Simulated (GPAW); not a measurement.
**Work function of ZrGe2As4 monolayer at several levels**

Aim: the work function of both faces of ZrGe2As4 monolayer, and its spread over functionals and bases.

Method: GPAW, PAW setups; layer in a repeated cell with vacuum, relaxation of atoms and in-plane cell, in the first sound run; inputs show where later runs differ, in GPAW 26.7.0.

## Step 1: The structure

The cell holds 7 atoms: 4 As, 2 Ge and 1 Zr. Cell: a = 3.730 Å, b = 3.730 Å, c = 27.770 Å, α = 90.0°, β = 90.0°, γ = 120.0°. Vacuum lies along c.

## Step 2: Relaxing the atoms

The atoms are relaxed first, since the surface dipole, and with it the work function, follows the positions of the outer layers.

Contents of run.py:

```python
import json
import numpy as np
from ase import Atoms
from ase.filters import FrechetCellFilter
from ase.optimize import BFGS
from gpaw import GPAW, PW

slab = Atoms(
    ['As', 'Ge', 'As', 'Zr', 'As', 'Ge', 'As'],
    positions=[
        [0.00000, 0.00000, 9.00000],
        [-0.00000, 2.15352, 9.86300],
        [-0.00000, 2.15352, 12.18300],
        [0.00000, 0.00000, 13.88517],
        [-0.00000, 2.15352, 15.58734],
        [-0.00000, 2.15352, 17.90734],
        [0.00000, 0.00000, 18.77034]],
    cell=[[3.73, 0.0, 0.0], [-1.865, 3.23027, 0.0], [0.0, 0.0, 27.7703]],
    pbc=[True, True, True])

slab.calc = GPAW(mode=PW(600), xc='PBE', kpts={'size': (9, 9, 1), 'gamma': True},
                 occupations={'name': 'fermi-dirac', 'width': 0.05}, nbands='200%',
                 convergence={'density': 1e-05}, maxiter=200,
                 symmetry={'tolerance': 1e-3}, txt='slab.txt')
result = {}
# The in-plane cell is free; stress needs a cell that repeats along all three vectors
path = []
opt = BFGS(FrechetCellFilter(slab, mask=[1, 1, 0, 0, 0, 1]), maxstep=0.2)
opt.attach(lambda: path.append((slab.get_potential_energy(), slab.positions.tolist(), slab.get_forces().tolist())))
result['relaxed'] = bool(opt.run(fmax=0.02, steps=45))
result['path'] = path
result['cell'] = slab.cell.tolist()
print('in-plane lattice', slab.cell.cellpar().round(4)[[0, 1, 5]])
energy = slab.get_potential_energy()
fermi = slab.calc.get_fermi_level()
v = slab.calc.get_electrostatic_potential().mean((0, 1)) - fermi
n = slab.calc.get_pseudo_density().mean((0, 1))
L = slab.cell[2, 2]
z = np.arange(len(v)) * L / len(v)
low, high = slab.positions[:, 2].min(), slab.positions[:, 2].max()
below, above = np.interp([low - 6.8, high + 6.8], z, v)
slopes = [np.interp(x, z, np.gradient(v, z)) for x in (low - 6.8, high + 6.8)]
eps = np.array([[slab.calc.get_eigenvalues(k, s) for k in range(len(slab.calc.get_ibz_k_points()))]
                for s in range(slab.calc.get_number_of_spins())]) - fermi
top, bottom = eps[eps < 0].max(), eps[eps > 0].min()
dipole = slab.get_dipole_moment()[2]
print(f'energy {energy:.4f} eV, Fermi level {fermi:.4f} eV, dipole {dipole:.5f} e A')
print(f'potential 6.8 A off the faces, from the Fermi level: lower {below:.4f} eV, upper {above:.4f} eV')
print(f'slope of the potential there: lower {slopes[0]:.5f}, upper {slopes[1]:.5f} eV/A')
print(f'nearest levels on the mesh: {top:.4f} and {bottom:.4f} eV')
print('magnetic moment', round(slab.get_magnetic_moment(), 3))
result.update(energy=energy, fermi=fermi, dipole=dipole, below=below, above=above, slopes=slopes, edges=[top, bottom],
              z=z.tolist(), v=v.tolist(), n=n.tolist(), positions=slab.positions.tolist(),
              forces=slab.get_forces(apply_constraint=False).tolist(), moments=slab.get_magnetic_moments().tolist())
json.dump(result, open('result.json', 'w'))
```

Started as:

```
$ OMP_NUM_THREADS=1 OPENBLAS_NUM_THREADS=1 python run.py
```

The program printed:

```text
Step          Energy          fmax
BFGS:    0      -35.406268        3.015598
BFGS:    1      -35.851240        2.403149
BFGS:    2      -36.595511        0.772935
BFGS:    3      -36.618529        0.559843
BFGS:    4      -36.682731        0.474789
BFGS:    5      -36.705167        0.425627
BFGS:    6      -36.730342        0.388316
BFGS:    7      -36.741029        0.225617
BFGS:    8      -36.745157        0.051218
BFGS:    9      -36.745569        0.036438
BFGS:   10      -36.745636        0.029620
BFGS:   11      -36.745808        0.030417
BFGS:   12      -36.746106        0.033060
BFGS:   13      -36.746607        0.026846
BFGS:   14      -36.747017        0.014421
in-plane lattice [  3.8764   3.8764 120.    ]
energy -36.7431 eV, Fermi level -0.1978 eV, dipole 0.00254 e A
potential 6.8 A off the faces, from the Fermi level: lower 5.0814 eV, upper 5.0796 eV
slope of the potential there: lower 0.00033, upper 0.00061 eV/A
nearest levels on the mesh: -0.1875 and 0.0073 eV
magnetic moment 0.0
```

It took 27 min on 1 thread of Arm Neoverse V2, shared host; peak memory 0.65 GiB.

Numbers from this step:

```
dipole along the normal                    : 0.002538 e·Å
levels nearest the Fermi level on the mesh : -0.1875, 0.007325 eV from the Fermi level
```

The electrostatic potential energy of an electron (without an applied field's), less the Fermi level, planar mean oscillates, so the rows of the table below give means over windows of 1.82 Å about each position, cut where the curve ends. Its maxima inside the range that stand out by 2 % of the span (Å: eV): 9.4: -8.54, 11.2: 2.70, 13.0: -4.59, 14.8: -4.59, 16.6: 2.70, 18.4: -8.55. Its minima: 8.9: -12.3, 9.8: -11.8, 12.3: -10.6, 13.9: -15.1, 15.4: -10.6, 18.0: -11.8, 18.9: -12.3.

The electrostatic potential energy of an electron (without an applied field's), less the Fermi level, planar mean by z; means over each step:

z (Å), electrostatic potential energy of an electron (without an applied field's), less the Fermi level, planar mean (eV) and a bar from the least value:
```
     0.91        5.1 ##############################
     2.73        5.1 ##############################
     4.55        5.1 ##############################
     6.37        5.0 ##############################
     8.19       -3.4 ############
    10.01       -6.6 ######
    11.83       -3.4 #############
    13.65       -9.4 
    15.47       -5.4 ########
    17.29       -3.6 ############
    19.11       -6.7 ######
    20.93        4.6 #############################
    22.75        5.1 ##############################
    24.57        5.1 ##############################
    26.39        5.1 ##############################
```

The pseudo valence density, planar mean oscillates, so the rows of the table below give means over windows of 1 Å about each position, cut where the curve ends. Its maxima inside the range that stand out by 2 % of the span (Å: e/Å³): 8.3: 0.230, 9.4: 0.389, 10.4: 0.198, 12.0: 0.223, 13.9: 0.832, 15.8: 0.223, 17.4: 0.198, 18.4: 0.389, 19.4: 0.230. Its minima: 8.7: 0.162, 9.9: 0.0631, 11.1: 0.105, 12.3: 0.154, 15.4: 0.154, 16.7: 0.105, 17.9: 0.0631, 19.1: 0.162.

Table of pseudo valence density, planar mean by z; means over each step:

```tsv
z (Å)	pseudo valence density, planar mean (e/Å³)
5	6.6e-5
6	0.00106
7	0.0167
8	0.149
9	0.272
10	0.169
11	0.127
12	0.189
13	0.344
14	0.644
15	0.281
16	0.178
17	0.140
18	0.210
19	0.238
20	0.107
21	0.00881
22	5.5e-4
23	3.5e-5
```

The relaxation lowered the energy of the cell by 1.35 eV (energies extrapolated to zero smearing; the optimiser's log prints free energies). The largest force left on a free atom is 0.014 eV/Å.

## Step 3: The slab's potential

The work function is the vacuum plateau of the electrostatic potential less the Fermi level; a dipole layer lets the two faces have plateaus of their own.

This step: GPAW, PAW setups; slab in vacuum (GPAW 26.7.0).

The cell differs from the one that the last finished run ended in (c 27.770 → 28.231 Å).

Changes to run.py since step 2:

```diff
@@ -3,4 +3,2 @@
 from ase import Atoms
-from ase.filters import FrechetCellFilter
-from ase.optimize import BFGS
 from gpaw import GPAW, PW
@@ -10,25 +8,18 @@
     positions=[
-        [0.00000, 0.00000, 9.00000],
-        [-0.00000, 2.15352, 9.86300],
-        [-0.00000, 2.15352, 12.18300],
-        [0.00000, 0.00000, 13.88517],
-        [-0.00000, 2.15352, 15.58734],
-        [-0.00000, 2.15352, 17.90734],
-        [0.00000, 0.00000, 18.77034]],
-    cell=[[3.73, 0.0, 0.0], [-1.865, 3.23027, 0.0], [0.0, 0.0, 27.7703]],
-    pbc=[True, True, True])
+        [-0.00000, 0.00000, 9.00000],
+        [-0.00000, 2.23805, 10.11960],
+        [-0.00000, 2.23805, 12.57247],
+        [0.00000, -0.00000, 14.11531],
+        [-0.00000, 2.23805, 15.65816],
+        [-0.00000, 2.23805, 18.11102],
+        [0.00000, 0.00000, 19.23063]],
+    cell=[[3.87641, -0.0, 0.0], [-1.9382, 3.35706, 0.0], [0.0, 0.0, 28.2306]],
+    pbc=[True, True, False])
 
-slab.calc = GPAW(mode=PW(600), xc='PBE', kpts={'size': (9, 9, 1), 'gamma': True},
+slab.calc = GPAW(mode=PW(400), xc='PBE', kpts={'size': (9, 9, 1), 'gamma': True},
                  occupations={'name': 'fermi-dirac', 'width': 0.05}, nbands='200%',
                  convergence={'density': 1e-05}, maxiter=200,
+                 poissonsolver={'dipolelayer': 'xy'},
                  symmetry={'tolerance': 1e-3}, txt='slab.txt')
 result = {}
-# The in-plane cell is free; stress needs a cell that repeats along all three vectors
-path = []
-opt = BFGS(FrechetCellFilter(slab, mask=[1, 1, 0, 0, 0, 1]), maxstep=0.2)
-opt.attach(lambda: path.append((slab.get_potential_energy(), slab.positions.tolist(), slab.get_forces().tolist())))
-result['relaxed'] = bool(opt.run(fmax=0.02, steps=45))
-result['path'] = path
-result['cell'] = slab.cell.tolist()
-print('in-plane lattice', slab.cell.cellpar().round(4)[[0, 1, 5]])
 energy = slab.get_potential_energy()
```

The program printed:

```text
energy -36.6688 eV, Fermi level -0.2776 eV, dipole 0.00223 e A
potential 6.8 A off the faces, from the Fermi level: lower 5.0847 eV, upper 5.0764 eV
slope of the potential there: lower -0.00015, upper 0.00015 eV/A
nearest levels on the mesh: -0.1877 and 0.0071 eV
magnetic moment 0.0
```

Run time: 70 s. Hardware: 1 thread; peak memory 0.28 GiB.

This step gave:

* dipole along the normal: 0.002234 e·Å
* levels nearest the Fermi level on the mesh: -0.1877, 0.007070 eV from the Fermi level
* upper work function: 5.076 eV
* lower work function: 5.085 eV

The electrostatic potential energy of an electron (without an applied field's), less the Fermi level, planar mean oscillates, so the rows of the table below give means over windows of 1.78 Å about each position, cut where the curve ends. Its maxima inside the range that stand out by 2 % of the span (Å: eV): 9.6: -8.57, 11.4: 2.72, 13.3: -4.60, 15.0: -4.61, 16.8: 2.71, 18.6: -8.58. Its minima: 9.1: -12.3, 10.0: -11.8, 12.5: -10.6, 14.1: -15.1, 15.7: -10.6, 18.2: -11.9, 19.1: -12.3.

The electrostatic potential energy of an electron (without an applied field's), less the Fermi level, planar mean by z; means over each step:

z (Å), electrostatic potential energy of an electron (without an applied field's), less the Fermi level, planar mean (eV) and a bar from the least value:
```
     0.89        5.1 ##############################
     2.67        5.1 ##############################
     4.45        5.1 ##############################
     6.23        5.0 ##############################
     8.01        0.4 #####################
     9.79       -9.6 #
    11.57       -0.7 ###################
    13.35       -9.2 ##
    15.13       -8.2 ####
    16.91       -0.2 ####################
    18.69      -10.2 
    20.47        2.4 #########################
    22.25        5.1 ##############################
    24.03        5.1 ##############################
    25.81        5.1 ##############################
    27.59        5.1 ##############################
```

The pseudo valence density, planar mean oscillates, so the rows of the table below give means over windows of 1 Å about each position, cut where the curve ends. Its maxima inside the range that stand out by 2 % of the span (Å: e/Å³): 8.6: 0.230, 9.6: 0.387, 10.7: 0.195, 12.1: 0.225, 14.2: 0.799, 16.1: 0.225, 17.6: 0.195, 18.6: 0.387, 19.7: 0.230. Its minima: 9.0: 0.162, 10.2: 0.0825, 11.3: 0.104, 12.5: 0.154, 15.7: 0.154, 16.9: 0.104, 18.0: 0.0825, 19.2: 0.162.

Table of pseudo valence density, planar mean by z; means over each step:

```tsv
z (Å)	pseudo valence density, planar mean (e/Å³)
5	3.5e-5
6	5.5e-4
7	0.00894
8	0.107
9	0.238
10	0.210
11	0.140
12	0.178
13	0.282
14	0.639
15	0.346
16	0.190
17	0.128
18	0.171
19	0.271
20	0.148
21	0.0166
22	0.00106
23	6.7e-5
```

The potential is flat to 1.5e-4 eV/Å where it is read, so the vacuum is wide enough.

## Step 4: Self-consistent run: xc = "vdW-DF2"

The same geometry under vdW-DF2, to see how far the functional moves the levels against the vacuum (the van der Waals functionals take revPBE setups).

Changes to run.py since step 3:

```diff
@@ -18,3 +18,3 @@
 
-slab.calc = GPAW(mode=PW(400), xc='PBE', kpts={'size': (9, 9, 1), 'gamma': True},
+slab.calc = GPAW(mode=PW(400), xc='vdW-DF2', kpts={'size': (9, 9, 1), 'gamma': True},
                  occupations={'name': 'fermi-dirac', 'width': 0.05}, nbands='200%',
```

The program printed:

```text
energy -495.5754 eV, Fermi level -0.4014 eV, dipole 0.00223 e A
potential 6.8 A off the faces, from the Fermi level: lower 5.3992 eV, upper 5.3909 eV
slope of the potential there: lower -0.00068, upper 0.00068 eV/A
nearest levels on the mesh: -0.0665 and 0.1176 eV
magnetic moment 0.0
```

Elapsed: 2.3 min, on 1 thread; peak memory 0.5 GiB.

Numbers from this step:

* dipole along the normal: 0.002229 e·Å
* levels nearest the Fermi level on the mesh: -0.06650, 0.1176 eV from the Fermi level
* upper work function: 5.391 eV
* lower work function: 5.399 eV

The electrostatic potential energy of an electron (without an applied field's), less the Fermi level, planar mean oscillates, so the rows of the table below give means over windows of 1.78 Å about each position, cut where the curve ends. Its maxima inside the range that stand out by 2 % of the span (Å: eV): 9.6: -8.58, 11.4: 2.53, 13.3: -4.77, 15.0: -4.77, 16.8: 2.53, 18.6: -8.59. Its minima: 9.1: -12.3, 10.0: -11.9, 12.5: -10.7, 14.1: -15.5, 15.7: -10.7, 18.2: -11.9, 19.1: -12.3.

Table of electrostatic potential energy of an electron (without an applied field's), less the Fermi level, planar mean by z; means over each step:

z (Å), electrostatic potential energy of an electron (without an applied field's), less the Fermi level, planar mean (eV) and a bar from the least value:
```
     0.89        5.4 ##############################
     2.67        5.4 ##############################
     4.45        5.4 ##############################
     6.23        5.3 ##############################
     8.01        0.5 #####################
     9.79       -9.7 #
    11.57       -0.8 ##################
    13.35       -9.4 ##
    15.13       -8.4 ####
    16.91       -0.4 ###################
    18.69      -10.3 
    20.47        2.5 ########################
    22.25        5.4 ##############################
    24.03        5.4 ##############################
    25.81        5.4 ##############################
    27.59        5.4 ##############################
```

The pseudo valence density, planar mean oscillates, so the rows of the table below give means over windows of 1 Å about each position, cut where the curve ends. Its maxima inside the range that stand out by 2 % of the span (Å: e/Å³): 8.6: 0.229, 9.6: 0.389, 10.7: 0.195, 12.1: 0.227, 14.2: 0.794, 16.1: 0.227, 17.6: 0.195, 18.6: 0.389, 19.7: 0.229. Its minima: 9.0: 0.161, 10.2: 0.0828, 11.3: 0.102, 12.5: 0.155, 15.7: 0.155, 16.9: 0.102, 18.0: 0.0829, 19.2: 0.161.

Pseudo valence density, planar mean against z; means over each step:

```tsv
z (Å)	pseudo valence density, planar mean (e/Å³)
5	6.0e-5
6	7.1e-4
7	0.00970
8	0.107
9	0.237
10	0.211
11	0.138
12	0.178
13	0.283
14	0.637
15	0.347
16	0.191
17	0.126
18	0.171
19	0.271
20	0.147
21	0.0174
22	0.00131
23	1.0e-4
24	1.4e-5
```

Force by atom:

```tsv
atom	x (eV/Å)	y (eV/Å)	z (eV/Å)	size
As1	0.000	0.000	-0.530	0.530
Ge2	0.000	0.000	0.005	0.005
As3	0.000	0.000	-0.152	0.152
Zr4	0.000	0.000	0.000	0.000
As5	0.000	0.000	0.152	0.152
Ge6	0.000	0.000	-0.005	0.005
As7	0.000	0.000	0.530	0.530
```

The upper face's work function is 5.391 eV, against 5.076 eV in the first plane-wave PBE run at this geometry.

## Step 5: OptPBE vdW: xc = "optPBE-vdW"

The same geometry under optPBE-vdW, to see how far the functional moves the levels against the vacuum (the van der Waals functionals take revPBE setups).

Changes to run.py since step 4:

```diff
@@ -18,3 +18,3 @@
 
-slab.calc = GPAW(mode=PW(400), xc='vdW-DF2', kpts={'size': (9, 9, 1), 'gamma': True},
+slab.calc = GPAW(mode=PW(400), xc='optPBE-vdW', kpts={'size': (9, 9, 1), 'gamma': True},
                  occupations={'name': 'fermi-dirac', 'width': 0.05}, nbands='200%',
```

The program printed:

```text
energy -119.0332 eV, Fermi level -0.3836 eV, dipole 0.00223 e A
potential 6.8 A off the faces, from the Fermi level: lower 5.2780 eV, upper 5.2697 eV
slope of the potential there: lower -0.00015, upper 0.00015 eV/A
nearest levels on the mesh: -0.0299 and 0.0890 eV
magnetic moment 0.0
```

Elapsed: 86 s, on 1 thread; peak memory 0.5 GiB.

Numbers from this step:

```
dipole along the normal                    : 0.002228 e·Å
levels nearest the Fermi level on the mesh : -0.02987, 0.08904 eV from the Fermi level
upper work function                        : 5.270 eV
lower work function                        : 5.278 eV
```

The electrostatic potential energy of an electron (without an applied field's), less the Fermi level, planar mean oscillates, so the rows of the table below give means over windows of 1.78 Å about each position, cut where the curve ends. Its maxima inside the range that stand out by 2 % of the span (Å: eV): 9.6: -8.55, 11.4: 2.70, 13.3: -4.62, 15.0: -4.62, 16.8: 2.69, 18.6: -8.56. Its minima: 9.1: -12.3, 10.0: -11.8, 12.5: -10.6, 14.1: -15.2, 15.7: -10.6, 18.2: -11.8, 19.1: -12.3.

The electrostatic potential energy of an electron (without an applied field's), less the Fermi level, planar mean by z; means over each step:

```tsv
z (Å)	electrostatic potential energy of an electron (without an applied field's), less the Fermi level, planar mean (eV)
0.89	5.28
2.67	5.28
4.45	5.28
6.23	5.23
8.01	0.478
9.79	-9.61
11.57	-0.663
13.35	-9.23
15.13	-8.25
16.91	-0.252
18.69	-10.2
20.47	2.46
22.25	5.24
24.03	5.27
25.81	5.27
27.59	5.27
```

The upper face's work function is 5.270 eV, against 5.076 eV in the first plane-wave PBE run at this geometry.

## Step 6: Self-consistent run: xc = "revPBE"

The same geometry under revPBE, to see how far the functional moves the levels against the vacuum.

Changes to run.py since step 5:

```diff
@@ -18,3 +18,3 @@
 
-slab.calc = GPAW(mode=PW(400), xc='optPBE-vdW', kpts={'size': (9, 9, 1), 'gamma': True},
+slab.calc = GPAW(mode=PW(400), xc='revPBE', kpts={'size': (9, 9, 1), 'gamma': True},
                  occupations={'name': 'fermi-dirac', 'width': 0.05}, nbands='200%',
```

The program printed:

```text
energy -34.6869 eV, Fermi level -0.1817 eV, dipole 0.00223 e A
potential 6.8 A off the faces, from the Fermi level: lower 4.9841 eV, upper 4.9758 eV
slope of the potential there: lower -0.00015, upper 0.00015 eV/A
nearest levels on the mesh: -0.0130 and 0.0768 eV
magnetic moment 0.0
```

The job ended after 70 s (1 thread; peak memory 0.28 GiB).

This step gave:

```yaml
levels_nearest_the_fermi_level_on_the_mesh: -0.01304, 0.07677 eV from the Fermi level
upper_work_function: 4.976 eV
lower_work_function: 4.984 eV
```

The electrostatic potential energy of an electron (without an applied field's), less the Fermi level, planar mean oscillates, so the rows of the table below give means over windows of 1.78 Å about each position, cut where the curve ends. Its maxima inside the range that stand out by 2 % of the span (Å: eV): 9.6: -8.67, 11.4: 2.62, 13.3: -4.68, 15.0: -4.69, 16.8: 2.61, 18.6: -8.67. Its minima: 9.1: -12.4, 10.0: -11.9, 12.5: -10.7, 14.1: -15.2, 15.7: -10.7, 18.2: -11.9, 19.1: -12.4.

Table of electrostatic potential energy of an electron (without an applied field's), less the Fermi level, planar mean by z; means over each step:

```tsv
z (Å)	electrostatic potential energy of an electron (without an applied field's), less the Fermi level, planar mean (eV)
0.89	4.98
2.67	4.98
4.45	4.98
6.23	4.94
8.01	0.307
9.79	-9.72
11.57	-0.757
13.35	-9.29
15.13	-8.32
16.91	-0.346
18.69	-10.3
20.47	2.27
22.25	4.95
24.03	4.98
25.81	4.98
27.59	4.98
```

The upper face's work function is 4.976 eV, against 5.076 eV in the first plane-wave PBE run at this geometry.

(Part 1 of 2 ends here.)

[Logs are printed without paths, hosts, clocks, repeated set-up lines and the standing remarks that a program may print on its own settings, such as how far it seeks lower states.]

[Hosts, paths, dates, database ids (printed as entryN), source tags and the programs' standing remarks are cut or masked in the printed files.]
